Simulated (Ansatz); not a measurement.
# Au wire along [100], 12 atoms a period: bands along the axis, part 2 of 2

Wanted: the relaxed geometry and the bands of the Au wire along [100], 12 atoms a period.

Ansatz 0.2.0; DFT PBE, plane waves, PAW; relaxation of a wire's period; PAW set soft_1 (the session's first sound run).

So far: The starting structure; The relaxed wire.

## Step 2: The relaxed wire (continued)

Relaxation path:

```
step  energy less that of the first step (eV)  largest force component (eV/Å)  pressure (GPa)  volume (Å³)
   1                                   0.0000                          0.6706           -2.23       707.37
   2                                  -0.2312                          0.7193            2.42       683.27
   3                                  -0.5568                          0.1178           -0.48       693.76
   4                                  -0.5742                          0.0260           -0.11       690.77
   5                                  -0.5753                          0.0103           -0.03       689.23
   6                                  -0.5759                          0.0091           -0.02       687.81
   7                                  -0.5766                          0.0107           -0.02       685.25
   8                                  -0.5771                          0.0058           -0.03       682.85
  9*                                  -0.5743                          0.0060           -0.03       682.85
```

Relaxation steps marked * repeat the geometry before them on a plane-wave basis chosen anew for their cell, so energy and pressure can jump there.

Forces are held to the 16 operations that the run works with; a distortion that breaks them can't arise in this run.

| cell as run | before | after | change |
| --- | --- | --- | --- |
| c (Å) | 4.160 | 4.016 | -3.5 % |

The atoms that moved most (Å, along periodic axes as changes of fractional coordinates times the final cell, across vacuum about the mean position):

```csv
atom,dx,dy,dz,length
Au1,0.070,-0.052,0.000,0.087
Au3,0.052,-0.070,0.000,0.087
Au4,-0.052,0.070,0.000,0.087
Au6,-0.070,0.052,0.000,0.087
Au8,0.052,0.070,0.000,0.087
Au7,0.070,0.052,0.000,0.087
Au11,-0.052,-0.070,0.000,0.087
Au12,-0.070,-0.052,0.000,0.087
```

Numbers from this step:

```
energy at zero smearing    : -157807.5757 eV
cell length along the wire : 4.016 Å
```

The cell's length comes to 4.016 Å with spin left out.

## Step 3: The wire at its relaxed period

This step: DFT PBE, plane waves, PAW; bands of a perfect wire; PAW set soft_1 (Ansatz 0.2.0).

At the relaxed period the bands are computed along the axis; those that cross an energy going forward count the channels that a perfect wire would open there.

File input.yaml:

```yaml
crystal:
  lattice:
    - [13.04, 0.0, 0.0]
    - [0.0, 13.04, 0.0]
    - [0.0, 0.0, 4.0157614583]
  atoms:
    - { symbol: Au, position: [0.266084984, 0.575789776, 0.0] }
    - { symbol: Au, position: [0.417268975, 0.417268975, 0.0] }
    - { symbol: Au, position: [0.424210224, 0.733915016, 0.0] }
    - { symbol: Au, position: [0.575789776, 0.266084984, 0.0] }
    - { symbol: Au, position: [0.582731025, 0.582731025, 0.0] }
    - { symbol: Au, position: [0.733915016, 0.424210224, 0.0] }
    - { symbol: Au, position: [0.266084984, 0.424210224, 0.5] }
    - { symbol: Au, position: [0.424210224, 0.266084984, 0.5] }
    - { symbol: Au, position: [0.417268975, 0.582731025, 0.5] }
    - { symbol: Au, position: [0.582731025, 0.417268975, 0.5] }
    - { symbol: Au, position: [0.575789776, 0.733915016, 0.5] }
    - { symbol: Au, position: [0.733915016, 0.575789776, 0.5] }
kpoints:
  mp_grid: { grid: [1, 1, 20] }
  band_path: { path: ["Γ", Z], npoints: 90 }
scf:
  occupations: { method: fermi_dirac, width: 0.05 }
hamiltonian:
  xc: pbe
  pseudopotentials: { kind: paw, azcp: { folder: soft_1 } }
output:
  dos: { e_range: [-5, 4] }
  write_potential: true
  write_density: true
  volumetric_format: npy
```

On the command line:

```
$ ansatz run input.yaml --threads 4 --pin off --max-ram 16384MiB --backend cpu --events-out ev --progress --plain --runs-dir out
```

Numbers of over 12 decimals in the logs are rounded to 6 here.

Log:

```text
[...]
Crystal: 12 atoms, lattice volume = 682.847 Å³
Basis set: ecut = 420 eV, 13381 PW (Γ)
Bands: 137, of which v1, the nominal top of the filled ones, is band 114 counted from 1 (113 counted from 0)
Symmetry: 16 space group operations
[...]
k-points: 11 of 20
[...]
SCF iter   1: F=—  HF=-157809.838986 eV  |F-HF|=—  |Δ(HF+E_count)|=         —  Δρ=3.11e-2  dr2=7.94e0  ethr=3.10e-3  ⟨swp⟩=6.5  Hψ=5753  notcnv=0  defer=61
[...]
SCF iter   9: F=-157807.593026 eV  HF=-157807.593026 eV  |F-HF|=3.49e-10  |Δ(HF+E_count)|=   3.16e-7  Δρ=3.26e-6  dr2=7.81e-8  ethr=4.39e-11  ⟨swp⟩=15.1  Hψ=6077  notcnv=0
SCF 1 converged in 9 iterations: F = -157807.593026 eV  dr2 = 7.81e-8
[...]
NSCF: frozen V_eff on 91 k-points
WARN: The output density's exchange-correlation potential varies sharply where the density is thin. Do not read a vacuum level from v_tot or v_xc, or from such a field of the output density. On a cell that repeats whose density bears no net charge and no dipole along the vacuum's axis use v_es (v_loc + v_h of the components); under efield.dipole_correction with no amplitude use v_es + v_field, which holds any externa [...]
SCF converged after 9 iterations
Free energy (F): -157807.593026 eV
[...]
Internal energy: -157807.558621 eV  (E = F + TS)
E sigma→0 (E₀):  -157807.575824 eV
Entropy (-TS):   -0.034404 eV (-2.867 meV/atom)
Fermi energy:    2.802583 eV
[...]
--- Band table (eV; the first three rows and the last of 11) ---
  k-point 0: bands = [... 110 lower, 1.2965, 1.2988, 1.5654, 1.8199, 2.8888, 2.8888, 3.9902, 3.9902, ... 19 higher]
  k-point 1: bands = [... 110 lower, 1.2340, 1.2926, 1.5716, 1.8490, 2.9275, 2.9275, 4.0162, 4.0162, ... 19 higher]
  k-point 2: bands = [... 110 lower, 1.0788, 1.2740, 1.5915, 1.9212, 3.0385, 3.0385, 4.0923, 4.0923, ... 19 higher]
  k-point 10: bands = [... 110 lower, 1.6856, 1.6856, 2.1049, 2.1049, 3.3822, 3.3822, 3.7296, 3.7296, ... 19 higher]
```

Run time: 2 min. Hardware: 4 threads of Arm Neoverse V1, shared host; peak memory 4.3 GiB.

In the SCF lines HF is the Harris–Foulkes energy and dr2 the Hartree energy of the density residual, in eV; the loop may stop once dr2 is under the threshold and the program's other checks hold. Hψ counts applications of the Hamiltonian.

Numbers from this step:

| Item | Value |
| --- | --- |
| energy at zero smearing | -157807.5758 eV |
| band gap | 0 eV |

The electronic bands at the labelled points (eV, zero at the Fermi level):

| point | band 111 | band 112 | band 113 | band 114 | band 115 | band 116 | band 117 | band 118 |
| --- | --- | --- | --- | --- | --- | --- | --- | --- |
| Γ | -1.51 | -1.50 | -1.24 | -0.98 | 0.09 | 0.09 | 1.19 | 1.19 |
| halfway | -1.69 | -1.29 | -1.03 | -0.46 | 0.62 | 0.83 | 0.83 | 1.72 |
| Z | -1.12 | -1.12 | -0.70 | -0.70 | 0.58 | 0.58 | 0.93 | 0.93 |

Between Γ and Z the bands cross the Fermi level 6 times, so a perfect wire would conduct at least 6 G₀, with spin left out.

## Step 4: Summary of results

| Quantity | Value |
| --- | --- |
| cell length, PBE | 4.016 Å |
| ballistic conductance by band crossings, a lower bound, PBE | 6 G₀ |

What this shows: Under PBE the cell's length is 4.02 Å, and the bands cross the Fermi level 6 times between Γ and Z, which gives a perfect wire at least 6 G₀ (opposite crossings within one step of the path cancel in such a count). Spin-orbit coupling is left out, which matters for the bands of heavy atoms.

[Logs are printed without paths, hosts, clocks, repeated set-up lines and the standing remarks that a program may print on its own settings, such as how far it seeks lower states.]

[Hosts, paths, dates, database ids (printed as entryN), source tags and the programs' standing remarks are cut or masked in the printed files.]
